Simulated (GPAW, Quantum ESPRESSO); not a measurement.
Consider MoS2 (P6_3/mmc).

```xyz
6
Lattice="3.1690 0.0000 0.0000 -1.5845 2.7444 0.0000 0.0000 0.0000 12.3240" Properties=species:S:1:pos:R:3 pbc="T T T"
Mo    1.5845    0.9148    9.2430
Mo    0.0000    1.8296    3.0810
S     1.5845    0.9148    4.6461
S     0.0000    1.8296   10.8081
S     1.5845    0.9148    1.5159
S     0.0000    1.8296    7.6779
```

Absorber: atom 1, with 6 S at 2.41 Å (trigonal prismatic, site symmetry -6m2). Method: GPAW, LDA, full core hole (charged cell), 24-atom cell with 6.3 Å between holes, 4×4×2 k points, dipole transitions, Gaussian full width 1.78 eV up to 4 eV, rising linearly to 3.5 eV at 25 eV.

The database entry behind the starting cell differs from later determinations by our own check (about 0.3 % long), so it need not match the best structure at ambient conditions.

**Question.** What does the Mo L₃ edge look like?

Main maxima up to 30 eV above the zero (height): 0.6 eV (5.54), 8.6 eV (0.86) and 22.0 eV (0.55). At an L edge the dipole rule selects empty d (and weakly s) states on the absorber, and the strong line at the onset measures the empty part of its d band. 

The Mo L₃ spectrum (energy from the lowest empty level; intensity scaled to a mean of 1 over the first 20 eV; polarised curves are means over the symmetry-equivalent atoms):

| E (eV) | isotropic | ε ⊥ c | ε ∥ c |
| --- | --- | --- | --- |
| -2.0 | 0.04 | 0.05 | 0.04 |
| -1.5 | 0.25 | 0.27 | 0.21 |
| -1.0 | 0.92 | 0.99 | 0.77 |
| -0.5 | 2.40 | 2.57 | 2.05 |
| 0.0 | 4.28 | 4.53 | 3.80 |
| 0.5 | 5.44 | 5.58 | 5.17 |
| 1.0 | 5.25 | 5.13 | 5.49 |
| 1.5 | 4.12 | 3.78 | 4.81 |
| 2.0 | 2.86 | 2.45 | 3.68 |
| 2.5 | 1.79 | 1.46 | 2.44 |
| 3.0 | 0.96 | 0.77 | 1.36 |
| 3.5 | 0.45 | 0.36 | 0.64 |
| 4.0 | 0.21 | 0.19 | 0.26 |
| 4.5 | 0.16 | 0.18 | 0.12 |
| 5.0 | 0.21 | 0.26 | 0.09 |
| 5.5 | 0.30 | 0.38 | 0.13 |
| 6.0 | 0.40 | 0.50 | 0.20 |
| 6.5 | 0.51 | 0.61 | 0.32 |
| 7.0 | 0.62 | 0.70 | 0.47 |
| 7.5 | 0.73 | 0.79 | 0.63 |
| 8.0 | 0.82 | 0.85 | 0.75 |
| 8.5 | 0.86 | 0.88 | 0.82 |
| 9.0 | 0.85 | 0.86 | 0.83 |
| 9.5 | 0.81 | 0.81 | 0.80 |
| 10.0 | 0.77 | 0.77 | 0.77 |
| 10.5 | 0.74 | 0.74 | 0.74 |
| 11.0 | 0.72 | 0.72 | 0.72 |
| 11.5 | 0.69 | 0.69 | 0.69 |
| 12.0 | 0.66 | 0.66 | 0.66 |
| 12.5 | 0.63 | 0.63 | 0.63 |
| 13.0 | 0.60 | 0.60 | 0.61 |
| 13.5 | 0.58 | 0.58 | 0.59 |
| 14.0 | 0.56 | 0.56 | 0.57 |
| 14.5 | 0.54 | 0.53 | 0.56 |
| 15.0 | 0.52 | 0.51 | 0.55 |
| 15.5 | 0.49 | 0.47 | 0.53 |
| 16.0 | 0.45 | 0.43 | 0.49 |
| 16.5 | 0.41 | 0.39 | 0.45 |
| 17.0 | 0.38 | 0.36 | 0.40 |
| 17.5 | 0.35 | 0.35 | 0.36 |
| 18.0 | 0.35 | 0.36 | 0.33 |
| 18.5 | 0.37 | 0.39 | 0.33 |
| 19.0 | 0.41 | 0.44 | 0.35 |
| 19.5 | 0.45 | 0.49 | 0.38 |
| 20.0 | 0.49 | 0.53 | 0.42 |
| 20.5 | 0.52 | 0.56 | 0.45 |
| 21.0 | 0.54 | 0.57 | 0.49 |
| 21.5 | 0.55 | 0.57 | 0.51 |
| 22.0 | 0.55 | 0.56 | 0.53 |
| 22.5 | 0.55 | 0.55 | 0.54 |
| 23.0 | 0.54 | 0.54 | 0.54 |
| 23.5 | 0.53 | 0.53 | 0.53 |
| 24.0 | 0.51 | 0.51 | 0.52 |
| 24.5 | 0.49 | 0.49 | 0.51 |
| 25.0 | 0.48 | 0.47 | 0.50 |
| 25.5 | 0.47 | 0.45 | 0.50 |
| 26.0 | 0.46 | 0.45 | 0.50 |
| 26.5 | 0.47 | 0.45 | 0.50 |
| 27.0 | 0.48 | 0.47 | 0.51 |
| 27.5 | 0.50 | 0.49 | 0.52 |
| 28.0 | 0.51 | 0.51 | 0.52 |
| 28.5 | 0.52 | 0.52 | 0.52 |
| 29.0 | 0.51 | 0.52 | 0.51 |
| 29.5 | 0.50 | 0.51 | 0.50 |
| 30.0 | 0.49 | 0.49 | 0.48 |
| 30.5 | 0.47 | 0.48 | 0.46 |
| 31.0 | 0.46 | 0.47 | 0.45 |
| 31.5 | 0.45 | 0.46 | 0.43 |
| 32.0 | 0.44 | 0.45 | 0.42 |

Only the L₃ part is meant: spin–orbit coupling of the core level isn't computed and the L₂ copy isn't added. The script folds with a Gaussian, whereas the core hole's own line is a Lorentzian, so the onset is too steep and the first peak too high. The holes are only 6.3 Å apart, so the shape is probably not converged with cell size; no larger cell was run here. Lifetime broadening is put in by hand, and intensities beyond about 20 eV depend on it and on the partial waves; weight that the partial waves miss at high energy is lost. The structure is a published determination, not relaxed.

[Banner, clock and machine lines of the logs are left out without a mark of their own.]

[Logs are printed without paths, hosts, clocks, repeated set-up lines and the standing remarks that a program may print on its own settings, such as how far it seeks lower states.]

[Hosts, paths, dates, database ids (printed as entryN), source tags and the programs' standing remarks are cut or masked in the printed files.]

[Lists of maxima count a maximum above −3 eV only where it reaches 4 % of the highest in the window and stands out from its surroundings by 2 % of it (1.5 % where it reaches 55 %); shoulders and weaker maxima are passed over, and of the rest the first, up to two pre-edge ones and the few strongest are named.]
